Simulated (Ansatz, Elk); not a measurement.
# How far do independent atoms describe Cr2CdAs2?, part 2 of 2

Structure refinements treat a crystal as free atoms side by side. For a made-up structure of Cr2CdAs2 (cell and positions from a PBEsol relaxation) the runs below show what the calculated density changes in F(hkl).

Elk 11.2.3 (patched build); all-electron DFT.

So far: The starting structure; Ground state and structure factors; The magnetisation density.

The structure was built from a prototype and need not be the compound's stable phase.

## (4) The highest occupied states alone

Level of this step: DFT, PBE, all-electron APW+lo, Dirac cores, scalar-relativistic bands, static density, ferromagnetic start (Elk).

An energy window below the Fermi level keeps the highest occupied states, to see at which angles they scatter; shallow core shells can lie inside it and anion s states outside. No new self-consistency is needed.

elk.in

```
tasks
  195

xctype
  20

spinpol
  .true.

rgkmax
  7.0

gmaxvr
  14.0

lmaxo
  7

lmaxapw
  8

swidth
  0.002

tshift
  .false.

ramdisk
  .false.

hmaxvr
  5.5

maxscl
  120

epspot
  1e-06

reducebf
  0.8

wsfac
  -0.063110 0.604380

sppath
  './'

avec
  -3.93830595575 3.93830595575 9.15722800988
  3.93830595575 -3.93830595575 9.15722800988
  3.93830595575 3.93830595575 -9.15722800988

atoms
  3
  'Cd.in'
  1
  -0.0000000000 -0.0000000000 0.0000000000   0.000000 0.000000 0.000000
  'As.in'
  2
  0.6293145235 0.6293145235 -0.0000000000   0.000000 0.000000 0.000000
  0.3706854765 0.3706854765 -0.0000000000   0.000000 0.000000 0.000000
  'Cr.in'
  2
  0.2500000000 0.7500000000 0.5000000000   0.000000 0.000000 -0.090000
  0.7500000000 0.2500000000 0.5000000000   0.000000 0.000000 -0.090000

ngridk
  7 7 7
```

Run with:

```
$ OMP_NUM_THREADS=4 elk
```

Numbers of over 12 decimals in the logs are rounded to 6 here.

The program printed:

```text
┌─────────────────────────────────┐
│ Elk code version 11.2.3 started │
└─────────────────────────────────┘

Info(readinput): the functional depends on the density's gradient
 muffin-tin radial points multiplied by    2.00000
 (not where nrmtscf is given)

┌────────────────────┐
│ Current task : 195 │
└────────────────────┘
Info(checkmt): changed muffin-tin radius of species 2 (As) from   2.4000 to   2.2331
Info(checkmt): changed muffin-tin radius of species 3 (Cr) from   2.4000 to   2.2331

Info(sfacrho): density structure factors written to SFACRHO.OUT

 Energy window :  -0.6311000000E-01  0.6043800000

┌──────────────────┐
│ Elk code stopped │
└──────────────────┘
```

Wall time 9.1 s (4 threads of Intel Xeon Platinum 8488C (Sapphire Rapids), shared host); peak memory 0.28 GiB.

States within 10 eV below the Fermi level hold 30.00 electrons; any levels below the window count with the cores. Their amplitudes can exceed the total, where window and core parts have opposite phase:

| hkl | sin θ/λ (Å⁻¹) | abs F, window | abs F, all |
| --- | --- | --- | --- |
| 002 | 0.103 | 0.483 | 2.241 |
| 101 | 0.131 | 6.176 | 2.755 |
| 110 | 0.170 | 2.704 | 57.575 |
| 103 | 0.196 | 6.527 | 79.433 |
| 112 | 0.199 | 10.275 | 72.080 |
| 004 | 0.206 | 8.853 | 22.162 |
| 200 | 0.240 | 7.995 | 118.962 |
| 202 | 0.261 | 0.814 | 0.946 |
| 114 | 0.267 | 0.641 | 43.714 |
| 211 | 0.273 | 3.578 | 2.338 |

## (5) Another functional

The difference from free atoms is small, so it is set against the change that PBEsol makes.

Changes to elk.in since step 4:

```diff
@@ -1,6 +1,8 @@
 tasks
+  0
   195
+  196
 
 xctype
-  20
+  22
 
@@ -42,5 +44,2 @@
 
-wsfac
-  -0.063110 0.604380
-
 sppath
```

Run with:

```
$ OMP_NUM_THREADS=4 elk
```

The program printed:

```text
┌─────────────────────────┐
│ Elk code version 11.2.3 │
└─────────────────────────┘

All units are atomic (Hartree, Bohr, etc.)

┌─────────────────────────────────────────────────┐
│ Ground-state run starting from atomic densities │
└─────────────────────────────────────────────────┘

Lattice vectors :
  -3.938305956       3.938305956       9.157228010
   3.938305956      -3.938305956       9.157228010
   3.938305956       3.938305956      -9.157228010

Reciprocal lattice vectors :
  0.3268743470E-16  0.7977015216      0.3430724505
[...]
Moments :
 interstitial                :   0.3504084747
 muffin-tins
  species : 1 (Cd)
[...]
species : 2 (As)
[...]
species : 3 (Cr)
   atom 1                    :    1.896314931
   atom 2                    :    1.896314931
 total in muffin-tins        :    3.581617704
 total moment                :    3.932026178

┌──────────────────────────────┐
│ Self-consistent loop stopped │
└──────────────────────────────┘

Warning : core states of species 1 leak from the muffin-tin :   0.2427105182E-03

Warning : core states of species 2 leak from the muffin-tin :   0.4050446327E-03

Wrote STATE.OUT
[key lines of the parts left out:]
total energy                :     -12212.099528887
```

The job ended after 8.2 min (4 threads; peak memory 0.51 GiB).

Against the first run R = 0.02 %; the largest change is -0.033 at 220. The moment goes from 4.02 to 3.93 μB.

## (6) Basis size

A smaller basis shows how fast F responds to it; the change is likely larger than the basis error of the first run, but doesn't show convergence.

Changes to elk.in since step 5:

```diff
@@ -6,3 +6,3 @@
 xctype
-  22
+  20
 
@@ -12,3 +12,3 @@
 rgkmax
-  7.0
+  5.5
```

Run with:

```
$ OMP_NUM_THREADS=4 elk
```

The program printed:

```text
┌─────────────────────────┐
│ Elk code version 11.2.3 │
└─────────────────────────┘

All units are atomic (Hartree, Bohr, etc.)

┌─────────────────────────────────────────────────┐
│ Ground-state run starting from atomic densities │
└─────────────────────────────────────────────────┘

Lattice vectors :
  -3.938305956       3.938305956       9.157228010
   3.938305956      -3.938305956       9.157228010
   3.938305956       3.938305956      -9.157228010

Reciprocal lattice vectors :
  0.3268743470E-16  0.7977015216      0.3430724505
[...]
error                       :   0.1483896674E-02

Moments :
 interstitial                :   0.4257697432
 muffin-tins
  species : 1 (Cd)
[...]
species : 2 (As)
[...]
species : 3 (Cr)
   atom 1                    :    1.944644515
   atom 2                    :    1.944644515
 total in muffin-tins        :    3.677438921
 total moment                :    4.103208664

RMS change in Kohn-Sham potential (target) :   0.3056524963E-06 (  0.1000000000E-05)
Absolute change in total energy (target)   :   0.1331895037E-03 (  0.1000000000E-03)

┌──────────────────┐
│ Loop number : 23 │
└──────────────────┘
[key lines of the parts left out:]
total energy                :     -12219.745098588
```

Wall time 7.8 min (4 threads); peak memory 0.5 GiB.

The run was cut off at its time limit.

## (7) Settings against the effect

| run | R against the first run (%) | R against neutral atoms, low angle (%) | wall time |
| --- | --- | --- | --- |
| PBE, rgkmax 7 | 0.00 | 1.00 | 7.2 min |
| PBEsol | 0.02 | 1.01 | 8.2 min |

## (8) Results

| Quantity | Value |
| --- | --- |
| R against neutral atoms, sin θ/λ < 0.3 Å⁻¹ | 1.00 % |
| R against neutral atoms, 0.3 to 0.83 Å⁻¹ | 0.25 % |

Independent neutral atoms miss the calculated amplitudes by R = 1.00 % below 0.3 Å⁻¹ and 0.25 % from there to 0.83 Å⁻¹; by shells, 8.22 % below 0.15 Å⁻¹ (2 forms), 0.94 % 0.15 to 0.3 (9 forms), 0.30 % 0.3 to 0.45 (20 forms), 0.24 % above 0.45 (116 forms). Bonding, aspherical density and the tables' own atoms all enter these figures, and the runs don't part them. The largest change of an amplitude is -0.91 electrons, at 200. Weak lines can change much in proportion: 202 goes from 0.38 to 0.95. The magnetic order is that of the start. No other order was tried here, and an antiferromagnetic one would change or move the magnetic intensity. The window's part falls from 30.0 electrons at the origin to at most 1.31 between 0.45 and 0.83 Å⁻¹, where compact states inside the window still scatter. Below 0.3 Å⁻¹ the changes that finished (PBEsol) move F by R = 0.03 % at most, against the 1.00 % that separates it from free atoms. The magnetic factors move by R = 2.6 % (PBEsol), so they aren't settled to better than that. The basis has no finished test. The k-mesh has no finished test. Part of the difference isn't bonding: the tables are fits to free atoms and ions calculated by other methods than this functional. Thermal motion, anomalous dispersion and extinction are left out.

[Logs are printed without paths, hosts, clocks, repeated set-up lines and the standing remarks that a program may print on its own settings, such as how far it seeks lower states.]

[Hosts, paths, dates, database ids (printed as entryN), source tags and the programs' standing remarks are cut or masked in the printed files.]
